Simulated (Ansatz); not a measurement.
# Ba on Cu(111): change of the work function, part 2 of 5

How does Ba on the fcc site change the work function of Cu(111) as the layer fills?

Ansatz 0.2.0; plane-wave DFT, RPBE, Ansatz PAW (the session's first sound run).

So far, work function, upper face (eV): step 2 (the clean slab) 4.67.

**3. Adsorbate added, k-mesh 5×5×1, coverage 0.111 ML**

System of this step: Ba/Cu(111). The cell holds 37 atoms: 36 Cu and 1 Ba. Cell: a = 7.658 Å, b = 7.658 Å, c = 27.678 Å, α = 90.0°, β = 90.0°, γ = 60.0°. Vacuum lies along c.

The clean slab as it ended is repeated in the plane and the adsorbate is set on one face; the cell's size fixes the coverage, and the k-mesh shrinks with it to keep the sampling density about even. Adsorbate and upper layers relax, since the dipole depends on the height.

File input.yaml:

```yaml
crystal:
  lattice:
    - [7.6579664403, 1.0e-10, 0.0]
    - [3.8289832201, 6.6319934787, 0.0]
    - [0.0, 0.0, 27.6780876454]
  atoms:
    - { symbol: Cu, position: [0.0, 0.0, 0.3251669738] }
    - { symbol: Cu, position: [0.1111111111, 0.1111111111, 0.4004696645] }
    - { symbol: Cu, position: [0.2222222222, 0.2222222222, 0.4776000559] }
    - { symbol: Cu, position: [0.0, 0.0, 0.5544443697] }
    - { symbol: Cu, position: [0.0, 0.3333333333, 0.3251669738] }
    - { symbol: Cu, position: [0.1111111111, 0.4444444444, 0.4004696645] }
    - { symbol: Cu, position: [0.2222222222, 0.5555555556, 0.4776000559] }
    - { symbol: Cu, position: [0.0, 0.3333333333, 0.5544443697] }
    - { symbol: Cu, position: [0.0, 0.6666666667, 0.3251669738] }
    - { symbol: Cu, position: [0.1111111111, 0.7777777778, 0.4004696645] }
    - { symbol: Cu, position: [0.2222222222, 0.8888888889, 0.4776000559] }
    - { symbol: Cu, position: [0.0, 0.6666666667, 0.5544443697] }
    - { symbol: Cu, position: [0.3333333333, 0.0, 0.3251669738] }
    - { symbol: Cu, position: [0.4444444444, 0.1111111111, 0.4004696645] }
    - { symbol: Cu, position: [0.5555555556, 0.2222222222, 0.4776000559] }
    - { symbol: Cu, position: [0.3333333333, 0.0, 0.5544443697] }
    - { symbol: Cu, position: [0.3333333333, 0.3333333333, 0.3251669738] }
    - { symbol: Cu, position: [0.4444444444, 0.4444444444, 0.4004696645] }
    - { symbol: Cu, position: [0.5555555556, 0.5555555556, 0.4776000559] }
    - { symbol: Cu, position: [0.3333333333, 0.3333333333, 0.5544443697] }
    - { symbol: Cu, position: [0.3333333333, 0.6666666667, 0.3251669738] }
    - { symbol: Cu, position: [0.4444444444, 0.7777777778, 0.4004696645] }
    - { symbol: Cu, position: [0.5555555556, 0.8888888889, 0.4776000559] }
    - { symbol: Cu, position: [0.3333333333, 0.6666666667, 0.5544443697] }
    - { symbol: Cu, position: [0.6666666667, 0.0, 0.3251669738] }
    - { symbol: Cu, position: [0.7777777778, 0.1111111111, 0.4004696645] }
    - { symbol: Cu, position: [0.8888888889, 0.2222222222, 0.4776000559] }
    - { symbol: Cu, position: [0.6666666667, 0.0, 0.5544443697] }
    - { symbol: Cu, position: [0.6666666667, 0.3333333333, 0.3251669738] }
    - { symbol: Cu, position: [0.7777777778, 0.4444444444, 0.4004696645] }
    - { symbol: Cu, position: [0.8888888889, 0.5555555556, 0.4776000559] }
    - { symbol: Cu, position: [0.6666666667, 0.3333333333, 0.5544443697] }
    - { symbol: Cu, position: [0.6666666667, 0.6666666667, 0.3251669738] }
    - { symbol: Cu, position: [0.7777777778, 0.7777777778, 0.4004696645] }
    - { symbol: Cu, position: [0.8888888889, 0.8888888889, 0.4776000559] }
    - { symbol: Cu, position: [0.6666666667, 0.6666666667, 0.5544443697] }
    - { symbol: Ba, position: [0.1111111111, 0.1111111111, 0.6748330262] }
kpoints:
  mp_grid: { grid: [5, 5, 1] }
hamiltonian:
  xc: rpbe
scf:
  occupations: { method: fermi_dirac, width: 0.1 }
  convergence: { dr2_threshold: 1.0e-08 }
efield:
  axis: 3
  dipole_correction: true
  ramp_position: 0.97
  ramp_width: 0.06
relax:
  f_tol: 0.02
  max_steps: 60
  constraints:
    - { sites: [0, 1, 4, 5, 8, 9, 12, 13, 16, 17, 20, 21, 24, 25, 28, 29, 32, 33] }
output:
  bader: true
  write_potential: true
  write_density: true
  volumetric_format: npy
```

Command:

```sh
ansatz run input.yaml --threads 4 --pin off --max-ram 12288MiB --backend cpu --events-out ev --progress --plain --runs-dir out
```

Numbers of over 12 decimals in the logs are rounded to 6 here.

What it wrote:

```text
[...]
Crystal: 37 atoms, lattice volume = 1405.703 Å³
Basis set: ecut = 420 eV, 27435 PW (Γ), exchange–correlation on 108×108×384 points (8 copies of the dense FFT grid, shifted against one another)
Bands: 417, of which v1, the nominal top of the filled ones, is band 347 counted from 1 (346 counted from 0)
Symmetry: 6 space group operations
[...]
k-points: 5 of 25 (time reversal used)
[...]
SCF iter   1: F=—  HF=-244646.712977 eV  |F-HF|=—  |Δ(HF+E_count)|=         —  Δρ=7.07e-3  dr2=4.33e1  ethr=1.77e-3  p=1.120 e·Å  D=1.44e-1 V/Å  ΔV_dip=-3.99 eV  dr2_dipole=3.15e1  V_vac-E_F(+/−)=0.93/4.92 eV  ⟨swp⟩=10.6  Hψ=9376  notcnv=0  defer=134
[...]
SCF iter  21: F=-244645.659430 eV  HF=-244645.659430 eV  |F-HF|=3.20e-10  |Δ(HF+E_count)|=   1.92e-8  Δρ=2.74e-7  dr2=4.97e-9  ethr=1.44e-12  p=0.683 e·Å  D=8.80e-2 V/Å  ΔV_dip=-2.43 eV  dr2_dipole=3.10e-10  V_vac-E_F(+/−)=2.22/4.65 eV  ⟨swp⟩=9.4  Hψ=15421  notcnv=0
SCF 1 converged in 21 iterations: F = -244645.659430 eV  dr2 = 4.97e-9
[...]
relax step   1: F+E_penalty+E_count = -244645.65942982 eV  Δ(F+E_penalty+E_count) = +0.000e0 eV  max|allowed force component| = 1.421e0 eV/Å  Δτ_max = 0.0000 Å  (21 SCF iters, accepted)
[...]
SCF iter  15: F=-244645.945343 eV  HF=-244645.945343 eV  |F-HF|=6.32e-9  |Δ(HF+E_count)|=   3.29e-8  Δρ=7.25e-7  dr2=9.37e-9  ethr=1.44e-12  p=0.736 e·Å  D=9.47e-2 V/Å  ΔV_dip=-2.62 eV  dr2_dipole=4.51e-10  V_vac-E_F(+/−)=2.04/4.66 eV  ⟨swp⟩=9.4  Hψ=15308  notcnv=0
SCF 2 converged in 15 iterations: F = -244645.945343 eV  dr2 = 9.37e-9
[...]
relax step   2: F+E_penalty+E_count = -244645.94534333 eV  Δ(F+E_penalty+E_count) = -2.859e-1 eV  max|allowed force component| = 1.360e0 eV/Å  Δτ_max = 0.1957 Å  (15 SCF iters, accepted)
SCF iter   1: F=—  HF=-244646.230543 eV  |F-HF|=—  |Δ(HF+E_count)|=         —  Δρ=1.74e-3  dr2=1.07e-1  ethr=1.09e-4  p=0.736 e·Å  D=9.47e-2 V/Å  ΔV_dip=-2.62 eV  dr2_dipole=1.74e-3  V_vac-E_F(+/−)=2.05/4.68 eV  ⟨swp⟩=8.0  Hψ=6723  notcnv=0  defer=167
[...]
SCF iter  13: F=-244646.213812 eV  HF=-244646.213812 eV  |F-HF|=3.32e-9  |Δ(HF+E_count)|=   5.86e-8  Δρ=8.92e-7  dr2=7.90e-9  ethr=1.44e-12  p=0.796 e·Å  D=1.03e-1 V/Å  ΔV_dip=-2.84 eV  dr2_dipole=3.55e-11  V_vac-E_F(+/−)=1.83/4.67 eV  ⟨swp⟩=8.2  Hψ=16685  notcnv=0
SCF 3 converged in 13 iterations: F = -244646.213812 eV  dr2 = 7.90e-9
relax step   3: F+E_penalty+E_count = -244646.21381191 eV  Δ(F+E_penalty+E_count) = -2.685e-1 eV  max|allowed force component| = 1.058e0 eV/Å  Δτ_max = 0.1959 Å  (13 SCF iters, accepted)
[...]
relax step   4: F+E_penalty+E_count = -244646.37824606 eV  Δ(F+E_penalty+E_count) = -1.644e-1 eV  max|allowed force component| = 4.698e-1 eV/Å  Δτ_max = 0.1949 Å  (13 SCF iters, accepted)
[...]
relax step   5: F+E_penalty+E_count = -244646.44741470 eV  Δ(F+E_penalty+E_count) = -6.917e-2 eV  max|allowed force component| = 5.592e-2 eV/Å  Δτ_max = 0.1782 Å  (13 SCF iters, accepted)
SCF iter   1: F=—  HF=-244646.450503 eV  |F-HF|=—  |Δ(HF+E_count)|=         —  Δρ=6.99e-4  dr2=4.12e-3  ethr=4.65e-6  p=0.850 e·Å  D=1.09e-1 V/Å  ΔV_dip=-3.03 eV  dr2_dipole=1.91e-4  V_vac-E_F(+/−)=1.65/4.68 eV  ⟨swp⟩=4.8  Hψ=3730  notcnv=0  defer=206
[...]
SCF iter  10: F=-244646.449151 eV  HF=-244646.449151 eV  |F-HF|=3.99e-9  |Δ(HF+E_count)|=   2.53e-8  Δρ=9.58e-7  dr2=9.82e-9  ethr=1.44e-12  p=0.850 e·Å  D=1.09e-1 V/Å  ΔV_dip=-3.03 eV  dr2_dipole=8.95e-10  V_vac-E_F(+/−)=1.65/4.68 eV  ⟨swp⟩=9.8  Hψ=16139  notcnv=0
SCF 6 converged in 10 iterations: F = -244646.449151 eV  dr2 = 9.82e-9
relax step   6: F+E_penalty+E_count = -244646.44915054 eV  Δ(F+E_penalty+E_count) = -1.736e-3 eV  max|allowed force component| = 5.061e-3 eV/Å  Δτ_max = 0.0154 Å  (10 SCF iters, accepted)
NSCF: frozen V_eff on 5 k-points
[...]
WARN: The output density's exchange-correlation potential varies sharply where the density is thin. Do not read a vacuum level from v_tot or v_xc, or from such a field of the output density. On a cell that repeats whose density bears no net charge and no dipole along the vacuum's axis use v_es (v_loc + v_h of the components); under efield.dipole_correction with no amplitude use v_es + v_field, which holds any externa [...]
SCF converged after 10 iterations
Free energy (F): -244646.449151 eV
[...]
Internal energy: -244645.961351 eV  (E = F + TS)
E sigma→0 (E₀):  -244646.205251 eV
Entropy (-TS):   -0.487799 eV (-13.184 meV/atom)
Fermi energy:    3.378173 eV
Dipole field:    D = 0.109427 V/Å  (p = 0.850076 e·Å, saw-weighted, corrected)
Work function:   Φ+ = 1.6488 eV   Φ− = 4.6775 eV
[...]
--- Forces (eV/Å), atoms counted from 1 ---
  atom   1  Cu    -0.00140139    -0.00080909    -0.17337404
  atom   2  Cu     0.00000000    -0.00000000     0.07633756
  atom   3  Cu     0.00053746     0.00031031     0.00506056
  atom   4  Cu     0.00240287     0.00138730    -0.00121051
  atom   5  Cu    -0.00000000     0.00161819    -0.17337404
  atom   6  Cu     0.02175686     0.03455565     0.17548940
  atom   7  Cu    -0.00305074     0.00176135    -0.00093922
  atom   8  Cu     0.00000000    -0.00277460    -0.00121051
  atom   9  Cu    -0.00266047     0.00153603    -0.16719221
  atom  10  Cu    -0.01904764    -0.03611982     0.17548940
  atom  11  Cu     0.00000000    -0.00062061     0.00506056
  atom  12  Cu    -0.00121093     0.00069913    -0.00191453
  atom  13  Cu     0.00140139    -0.00080909    -0.17337404
  atom  14  Cu     0.04080450     0.00156417     0.17548940
  atom  15  Cu     0.00000000    -0.00352270    -0.00093922
  atom  16  Cu    -0.00240287     0.00138730    -0.00121051
  atom  17  Cu     0.00131249     0.00075777    -0.15736035
  atom  18  Cu     0.00000000    -0.00000000     0.27620548
  atom  19  Cu     0.00305074     0.00176135    -0.00093922
  atom  20  Cu    -0.00183028    -0.00105671    -0.00389238
  atom  21  Cu     0.00000000    -0.00151554    -0.15736035
  atom  22  Cu     0.01904764    -0.03611982     0.17548940
  atom  23  Cu     0.00089592    -0.00051726     0.00421053
  atom  24  Cu    -0.00000000     0.00211343    -0.00389238
  atom  25  Cu     0.00000000    -0.00307205    -0.16719221
  atom  26  Cu    -0.04080450     0.00156417     0.17548940
  atom  27  Cu    -0.00053746     0.00031031     0.00506056
  atom  28  Cu     0.00000000    -0.00139826    -0.00191453
  atom  29  Cu    -0.00131249     0.00075777    -0.15736035
  atom  30  Cu    -0.02175686     0.03455565     0.17548940
  atom  31  Cu    -0.00000000     0.00103452     0.00421053
  atom  32  Cu     0.00183028    -0.00105671    -0.00389238
  atom  33  Cu     0.00266047     0.00153603    -0.16719221
  atom  34  Cu     0.00000000    -0.00000000     0.08708391
  atom  35  Cu    -0.00089592    -0.00051726     0.00421053
  atom  36  Cu     0.00121093     0.00069913    -0.00191453
  atom  37  Ba    -0.00000000     0.00000000    -0.00268368
  max |Σ_I F_I| component: 4.32e-5 eV/Å
--- Band table (eV; the first three rows and the last of 5) ---
  k-point 0: bands = [... 343 lower, 1.8507, 2.7568, 2.7568, 2.8083, 2.8674, 2.8769, 2.8769, 2.9257, ... 66 higher]
  k-point 1: bands = [... 343 lower, 2.3026, 2.4275, 2.6188, 2.6617, 3.1837, 3.3874, 3.3998, 3.7202, ... 66 higher]
  k-point 2: bands = [... 343 lower, 2.8867, 3.2152, 3.2190, 3.3470, 3.6730, 3.8443, 3.8498, 3.8772, ... 66 higher]
  k-point 4: bands = [... 343 lower, 3.2355, 3.2616, 3.3286, 3.4706, 3.6738, 3.8052, 3.8108, 4.1700, ... 66 higher]
--- Relaxed structure (6 steps of the walk, 6 accepted, 0 SCFs on fresh bases) ---
  F+E_penalty+E_count = -244646.44915054 eV   max|allowed force component| = 5.061e-3 eV/Å
  atoms:
    - { symbol: Cu, position: [1.1111113280699718e-11, 1.111111328069972e-11, 0.3251669738] }
    - { symbol: Cu, position: [0.111111, 0.111111, 0.4004696645] }
    - { symbol: Cu, position: [0.222812, 0.222812, 0.476756] }
    - { symbol: Cu, position: [-0.00184346, -0.00184346, 0.552284] }
    - { symbol: Cu, position: [1.1111139786024182e-11, 0.333333, 0.3251669738] }
    - { symbol: Cu, position: [0.111111, 0.444444, 0.4004696645] }
    - { symbol: Cu, position: [0.222541, 0.555396, 0.479074] }
    - { symbol: Cu, position: [-0.00184346, 0.337020, 0.552284] }
    - { symbol: Cu, position: [-2.2222224060897133e-11, 0.666667, 0.3251669738] }
    - { symbol: Cu, position: [0.111111, 0.777778, 0.4004696645] }
    - { symbol: Cu, position: [0.222812, 0.887709, 0.476756] }
    - { symbol: Cu, position: [-3.168100455863687e-5, 0.666683, 0.557251] }
    - { symbol: Cu, position: [0.333333, 1.1111113280699718e-11, 0.3251669738] }
    - { symbol: Cu, position: [0.444444, 0.111111, 0.4004696645] }
    - { symbol: Cu, position: [0.555396, 0.222541, 0.479074] }
    - { symbol: Cu, position: [0.337020, -0.00184346, 0.552284] }
    - { symbol: Cu, position: [0.333333, 0.333333, 0.3251669738] }
    - { symbol: Cu, position: [0.444444, 0.444444, 0.4004696645] }
    - { symbol: Cu, position: [0.555396, 0.555396, 0.479074] }
    - { symbol: Cu, position: [0.332487, 0.332487, 0.557562] }
    - { symbol: Cu, position: [0.333333, 0.666667, 0.3251669738] }
    - { symbol: Cu, position: [0.444444, 0.777778, 0.4004696645] }
    - { symbol: Cu, position: [0.557778, 0.887778, 0.477393] }
    - { symbol: Cu, position: [0.332487, 0.668359, 0.557562] }
    - { symbol: Cu, position: [0.666667, -2.2222204306928896e-11, 0.3251669738] }
    - { symbol: Cu, position: [0.777778, 0.111111, 0.4004696645] }
    - { symbol: Cu, position: [0.887709, 0.222812, 0.476756] }
    - { symbol: Cu, position: [0.666683, -3.168100455856486e-5, 0.557251] }
    - { symbol: Cu, position: [0.666667, 0.333333, 0.3251669738] }
    - { symbol: Cu, position: [0.777778, 0.444444, 0.4004696645] }
    - { symbol: Cu, position: [0.887778, 0.557778, 0.477393] }
    - { symbol: Cu, position: [0.668359, 0.332487, 0.557562] }
    - { symbol: Cu, position: [0.666667, 0.666667, 0.3251669738] }
    - { symbol: Cu, position: [0.777778, 0.777778, 0.4004696645] }
    - { symbol: Cu, position: [0.887778, 0.887778, 0.477393] }
    - { symbol: Cu, position: [0.666683, 0.666683, 0.557251] }
    - { symbol: Ba, position: [0.111111, 0.111111, 0.646647] }
--- Bader charges: 37 sites ---
  site symbol  charge [e]  shift [e]
     0     Cu     -0.0226     0.0002
     1     Cu      0.0229     0.0002
     2     Cu      0.0081     0.0000
     3     Cu     -0.2186     0.0002
     4     Cu     -0.0226     0.0002
     5     Cu      0.0248     0.0002
     6     Cu      0.0195     0.0001
     7     Cu     -0.2186     0.0002
     8     Cu     -0.0229     0.0002
     9     Cu      0.0248     0.0002
    10     Cu      0.0081     0.0000
    11     Cu     -0.0758     0.0001
    12     Cu     -0.0226     0.0002
    13     Cu      0.0248     0.0002
    14     Cu      0.0195     0.0001
    15     Cu     -0.2186     0.0002
    16     Cu     -0.0216     0.0002
    17     Cu      0.0264     0.0002
    18     Cu      0.0195     0.0001
    19     Cu     -0.1134     0.0000
    20     Cu     -0.0216     0.0002
    21     Cu      0.0248     0.0002
    22     Cu      0.0070     0.0000
    23     Cu     -0.1134     0.0000
    24     Cu     -0.0229     0.0002
    25     Cu      0.0248     0.0002
    26     Cu      0.0081     0.0000
    27     Cu     -0.0758     0.0001
    28     Cu     -0.0216     0.0002
    29     Cu      0.0248     0.0002
    30     Cu      0.0071     0.0000
    31     Cu     -0.1134     0.0000
    32     Cu     -0.0229     0.0002
    33     Cu      0.0177     0.0001
    34     Cu      0.0070     0.0000
    35     Cu     -0.0758     0.0001
    36     Ba      1.1056     0.0000
  estimated error of the sums over rays = 2.9e-4 e
```

Run time: 25 min. Hardware: 4 threads of Arm Neoverse V2, shared host; peak memory 8.6 GiB; 1.7 h of CPU time.

The steps of the relaxation:

| step | energy less that of the first step (eV) | largest force component (eV/Å) |
| --- | --- | --- |
| 1 | 0.0000 | 1.4209 |
| 2 | -0.2859 | 1.3603 |
| 3 | -0.5544 | 1.0576 |
| 4 | -0.7188 | 0.4698 |
| 5 | -0.7880 | 0.0559 |
| 6 | -0.7897 | 0.0051 |

Forces are held to the 6 operations that the run works with; a distortion that breaks them can't arise in this run.

The atoms that moved most (Å):

| atom | dx | dy | dz | length |
| --- | --- | --- | --- | --- |
| Ba37 | 0.000 | 0.000 | -0.780 | 0.780 |
| Cu20 | -0.010 | -0.006 | 0.086 | 0.087 |
| Cu24 | 0.000 | 0.011 | 0.086 | 0.087 |
| Cu32 | 0.010 | -0.006 | 0.086 | 0.087 |
| Cu28 | 0.000 | 0.000 | 0.078 | 0.078 |
| Cu12 | 0.000 | 0.000 | 0.078 | 0.078 |
| Cu36 | 0.000 | 0.000 | 0.078 | 0.078 |
| Cu4 | -0.021 | -0.012 | -0.060 | 0.065 |

Final coordinates:

```xyz
37
Lattice="7.6580 0.0000 0.0000 3.8290 6.6320 0.0000 0.0000 0.0000 27.6781" Properties=species:S:1:pos:R:3
Cu    0.0000    0.0000    9.0000
Cu    1.2763    0.7369   11.0842
Cu    2.5594    1.4777   13.1957
Cu   -0.0212   -0.0122   15.2862
Cu    1.2763    2.2107    9.0000
Cu    2.5527    2.9476   11.0842
Cu    3.8308    3.6834   13.2598
Cu    1.2763    2.2351   15.2862
Cu    2.5527    4.4213    9.0000
Cu    3.8290    5.1582   11.0842
Cu    5.1053    5.8873   13.1957
Cu    2.5525    4.4214   15.4236
Cu    2.5527    0.0000    9.0000
Cu    3.8290    0.7369   11.0842
Cu    5.1053    1.4759   13.2598
Cu    2.5738   -0.0122   15.2862
Cu    3.8290    2.2107    9.0000
Cu    5.1053    2.9476   11.0842
Cu    6.3798    3.6834   13.2598
Cu    3.8193    2.2051   15.4323
Cu    5.1053    4.4213    9.0000
Cu    6.3816    5.1582   11.0842
Cu    7.6707    5.8877   13.2133
Cu    5.1053    4.4326   15.4323
Cu    5.1053    0.0000    9.0000
Cu    6.3816    0.7369   11.0842
Cu    7.6512    1.4777   13.1957
Cu    5.1053   -0.0002   15.4236
Cu    6.3816    2.2107    9.0000
Cu    7.6580    2.9476   11.0842
Cu    8.9343    3.6992   13.2133
Cu    6.3914    2.2051   15.4323
Cu    7.6580    4.4213    9.0000
Cu    8.9343    5.1582   11.0842
Cu   10.1979    5.8877   13.2133
Cu    7.6581    4.4214   15.4236
Ba    1.2763    0.7369   17.8980
```

This step gave:

```
energy at zero smearing        : -244646.2053 eV
work function, upper face      : 1.649 eV
work function, lower face      : 4.678 eV
dipole along the normal        : 0.8501 e·Å
step between the vacuum levels : -3.029 eV
```

Running mean over 2.084 Å of the planar mean; the ramp of the sawtooth is left out. Table of electron's electrostatic potential energy less the Fermi level by z:

| z (Å) | electron's electrostatic potential energy less the Fermi level (eV) |
| --- | --- |
| 3.5 | 4.68 |
| 4.0 | 4.68 |
| 4.5 | 4.68 |
| 5.0 | 4.67 |
| 5.5 | 4.66 |
| 6.0 | 4.62 |
| 6.5 | 4.48 |
| 7.0 | 3.98 |
| 7.5 | 1.93 |
| 8.0 | -2.81 |
| 8.5 | -7.16 |
| 9.0 | -8.56 |
| 9.5 | -8.77 |
| 10.0 | -8.83 |
| 10.5 | -8.88 |
| 11.0 | -8.89 |
| 11.5 | -8.71 |
| 12.0 | -8.39 |
| 12.5 | -8.47 |
| 13.0 | -8.79 |
| 13.5 | -8.74 |
| 14.0 | -8.27 |
| 14.5 | -8.14 |
| 15.0 | -8.48 |
| 15.5 | -8.44 |
| 16.0 | -6.76 |
| 16.5 | -2.91 |
| 17.0 | 0.0140 |
| 17.5 | 0.190 |
| 18.0 | -0.251 |
| 18.5 | -0.208 |
| 19.0 | 0.299 |
| 19.5 | 0.924 |
| 20.0 | 1.33 |
| 20.5 | 1.49 |
| 21.0 | 1.57 |
| 21.5 | 1.61 |
| 22.0 | 1.63 |
| 22.5 | 1.64 |
| 23.0 | 1.64 |
| 23.5 | 1.65 |
| 24.0 | 1.65 |
| 24.5 | 1.65 |

The relaxation took 6 steps and lowered the energy by 0.79 eV; the largest force on the free atoms ends at 0.0051 eV/Å.

The covered face has 1.65 eV, -3.02 eV against the clean one; the bare back face has moved by +0.03 eV, a measure of how thin the slab is.

(Part 2 of 5 ends here.)

[Logs are printed without paths, hosts, clocks, repeated set-up lines and the standing remarks that a program may print on its own settings, such as how far it seeks lower states.]

[Hosts, paths, dates, database ids (printed as entryN), source tags and the programs' standing remarks are cut or masked in the printed files.]

[Maps of the electrostatic potential energy from Ansatz leave out the sawtooth potential of an applied field or a dipole correction, so their vacuum need not be flat; planar profiles and work functions include it.]
